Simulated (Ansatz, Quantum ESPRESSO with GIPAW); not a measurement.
**13C and 1H NMR of CH9ClN6, calculated**

Wanted: NMR shieldings and quadrupolar couplings for each site of CH9ClN6.

Calculated with Quantum ESPRESSO with GIPAW 8.0dev (patched build); DFT, PBEsol, plane-wave PAW (pslibrary 1.0.0 recipes), scalar-relativistic, GIPAW; a patched development version of the program.

## 1. Starting point

Symmetry: P6_3/m, No. 176, hexagonal system. The conventional cell has a = 7.775 Å, b = 7.775 Å, c = 6.858 Å, α = 90.00°, β = 90.00°, γ = 120.00°. Nearest to Cl lie 3 H at 2.42 Å. Nearest to N lie 2 H at 1.03 Å and 1 N at 1.40 Å. N has 1 H at 1.04 Å and 1 C at 1.34 Å and 1 N at 1.40 Å nearest. C has 3 N at 1.34 Å nearest. Nearest to H lie 1 N at 1.03 Å. Nearest to H lie 1 N at 1.04 Å. Farther neighbours and most contacts between anions are not listed.

The cell is a computed entry of the Materials Project; it need not be the form that is stable at ambient conditions.

This structure had its atoms relaxed beforehand (DFT, PBEsol, plane-wave PAW (pslibrary 1.0.0 recipes), Quantum ESPRESSO with GIPAW), starting from the database entry, since shieldings follow bond lengths closely.

## 2. Self-consistent run

GIPAW is a response on top of the ground state, so the wavefunctions come first. Their errors pass straight into the induced current, hence the tight threshold. No empty states are asked for: the response is solved without them. The mesh has a spacing of 0.32 Å⁻¹ at most. The PAW files were made with ld1.x from the pslibrary 1.0.0 recipes, with GIPAW reconstruction switched on.

run_scf.py

```python
from ase import Atoms
from ase.calculators.espresso import Espresso, EspressoProfile

atoms = Atoms(
    ['Cl', 'Cl', 'N', 'N', 'N', 'N', 'N', 'N', 'N', 'N', 'N', 'N', 'N', 'N', 'C', 'C', 'H', 'H', 'H', 'H', 'H', 'H', 'H', 'H', 'H', 'H', 'H', 'H', 'H', 'H', 'H', 'H', 'H', 'H'],
    cell=[
        [7.77479965, 0.00000000, 0.00000000],
        [-3.88739983, 6.73317401, 0.00000000],
        [0.00000000, 0.00000000, 6.85776100],
    ],
    scaled_positions=[
        [0.33333333, 0.66666667, 0.25000000],
        [0.66666667, 0.33333333, 0.75000000],
        [0.34876608, 0.19755906, 0.25000000],
        [0.84879298, 0.65123392, 0.25000000],
        [0.80244094, 0.15120702, 0.25000000],
        [0.65123392, 0.80244094, 0.75000000],
        [0.15120702, 0.34876608, 0.75000000],
        [0.19755906, 0.84879298, 0.75000000],
        [0.16140110, 0.18180930, 0.25000000],
        [0.02040820, 0.83859890, 0.25000000],
        [0.81819070, 0.97959180, 0.25000000],
        [0.83859890, 0.81819070, 0.75000000],
        [0.97959180, 0.16140110, 0.75000000],
        [0.18180930, 0.02040820, 0.75000000],
        [-0.00000000, -0.00000000, 0.25000000],
        [0.00000000, 0.00000000, 0.75000000],
        [0.57414073, 0.72470515, 0.62816765],
        [0.15056442, 0.42585927, 0.62816765],
        [0.27529485, 0.84943558, 0.62816765],
        [0.42585927, 0.27529485, 0.12816765],
        [0.84943558, 0.57414073, 0.12816765],
        [0.72470515, 0.15056442, 0.12816765],
        [0.42585927, 0.27529485, 0.37183235],
        [0.84943558, 0.57414073, 0.37183235],
        [0.72470515, 0.15056442, 0.37183235],
        [0.57414073, 0.72470515, 0.87183235],
        [0.15056442, 0.42585927, 0.87183235],
        [0.27529485, 0.84943558, 0.87183235],
        [0.14682245, 0.30741454, 0.25000000],
        [0.16059209, 0.85317755, 0.25000000],
        [0.69258546, 0.83940791, 0.25000000],
        [0.85317755, 0.69258546, 0.75000000],
        [0.83940791, 0.14682245, 0.75000000],
        [0.30741454, 0.16059209, 0.75000000],
    ],
    pbc=True,
)
atoms.calc = Espresso(
    profile=EspressoProfile(command='mpirun -np 4 pw.x -nk 4', pseudo_dir='./'),
    pseudopotentials={
        'Cl': 'Cl.pbesol-n-kjpaw_psl.1.0.0-gipaw.UPF',
        'N': 'N.pbesol-n-kjpaw_psl.1.0.0-gipaw.UPF',
        'C': 'C.pbesol-n-kjpaw_psl.1.0.0-gipaw.UPF',
        'H': 'H.pbesol-kjpaw_psl.1.0.0-gipaw.UPF',
    },
    input_data={
        'control': {'calculation': 'scf', 'prefix': 'x', 'outdir': './tmp/'},
        'system': {'ecutwfc': 55, 'ecutrho': 340, 'nbnd': 50},
        'electrons': {'conv_thr': 1.0e-10, 'mixing_beta': 0.7, 'electron_maxstep': 100},
    },
    kpts=(3, 3, 3),
    koffset=(0, 0, 0),
)
print('energy', atoms.get_potential_energy(), 'eV')
```

ASE writes espresso.pwi from it and starts pw.x, whose log goes to espresso.pwo.

Started as:

```
> python run_scf.py
```

The log of the run:

```text
Warning: card &CELL ignored
Warning: card &FCP ignored
Warning: card &RISM ignored
[...]
as large as its charge; the limit is 4.5
     Functions over the limit replaced by smooth ones with the moment of the charge, as mend_augmentation asks: 2
     This moves results (see INPUT_PW). Waves and levels in the save fit builds from 8.0dev_s219 on
     using ibrav=0 with symmetry is DISCOURAGED, use correct ibrav instead

     bravais-lattice index     =            0
     lattice parameter (alat)  =      14.6922  a.u.
     unit-cell volume          =    2422.6350 (a.u.)^3
     number of atoms/cell      =           34
     number of atomic types    =            4
     number of electrons       =       100.00
     number of Kohn-Sham states=           50
     kinetic-energy cutoff     =      55.0000  Ry
     charge density cutoff     =     340.0000  Ry
     scf convergence threshold =      1.0E-10
     mixing beta               =       0.7000
     number of iterations used =            8  plain     mixing
     Exchange-correlation= SLA-PW-PSX-PSC
                           (   1   4  10   8   0   0   0)
[...]
Cl                7.00    35.45000     Cl( 1.00)
     N                 5.00    14.00700     N ( 1.00)
     C                 4.00    12.01100     C ( 1.00)
     H                 1.00     1.00800     H ( 1.00)

     12 Sym. Ops., with inversion, found ( 6 have fractional translation)
[...]
number of k points=     6
[...]
Dense  grid:   256385 G-vectors     FFT dimensions: (  90,  90,  80)

     Smooth grid:   133531 G-vectors     FFT dimensions: (  72,  72,  64)

     Check: negative core charge=   -0.000006

     Initial potential from superposition of free atoms

     starting charge      99.9996, renormalised to     100.0000
     Starting wfcs are   82 randomized atomic wfcs

     Self-consistent Calculation

     iteration #  1     ecut=    55.00 Ry     beta= 0.70
     Davidson diagonalization with overlap
     ethr =  1.00E-02,  avg # of iterations =  2.0

     total energy              =    -545.90465141 Ry
     estimated scf accuracy    <       2.96576599 Ry

     iteration #  2     ecut=    55.00 Ry     beta= 0.70
     Davidson diagonalization with overlap
     ethr =  2.97E-03,  avg # of iterations =  3.0

     total energy              =    -546.62333440 Ry
     estimated scf accuracy    <       1.10372801 Ry

     iteration #  3     ecut=    55.00 Ry     beta= 0.70
     Davidson diagonalization with overlap
     ethr =  1.10E-03,  avg # of iterations =  2.0

     total energy              =    -546.81867629 Ry
     estimated scf accuracy    <       0.02946337 Ry

[...]
total energy              =    -546.82922088 Ry
[...]
iteration # 12     ecut=    55.00 Ry     beta= 0.70
     Davidson diagonalization with overlap
     ethr =  2.73E-12,  avg # of iterations =  3.3

     total energy              =    -546.82922088 Ry
     estimated scf accuracy    <          4.4E-10 Ry

     iteration # 13     ecut=    55.00 Ry     beta= 0.70
     Davidson diagonalization with overlap
     ethr =  4.37E-13,  avg # of iterations =  2.0

     End of self-consistent calculation
     [one-electron energies left out]

!    total energy              =    -546.82922088 Ry
     total all-electron energy =     -3325.570755 Ry
     estimated scf accuracy    <          6.7E-11 Ry

     The total energy is the sum of the following terms:
     one-electron contribution =    -295.59833310 Ry
     hartree contribution      =     182.11819364 Ry
     xc contribution           =    -111.27312822 Ry
     ewald contribution        =    -130.60963813 Ry
     one-center paw contrib.   =    -191.46631507 Ry

     convergence has been achieved in  13 iterations
[...]
JOB DONE.
```

Elapsed: 87 s, on 4 MPI ranks of Arm Neoverse V1, shared host; peak memory 1.8 GiB; 5.8 min of CPU time.

It converged in 13 cycles to an estimated accuracy of 7e-11 Ry, on 6 irreducible k-points.

(Continued in part 2 of 3.)

[Banner, clock, file and message-heading lines were taken out of the pw.x and gipaw.x logs.]

[Logs are printed without paths, hosts, clocks, repeated set-up lines and the standing remarks that a program may print on its own settings, such as how far it seeks lower states.]

[Hosts, paths, dates, database ids (printed as entryN), source tags and the programs' standing remarks are cut or masked in the printed files.]

[Where no reference line passes its bar on scatter, no shift is given, so a measured shift of this compound may stand uncompared.]
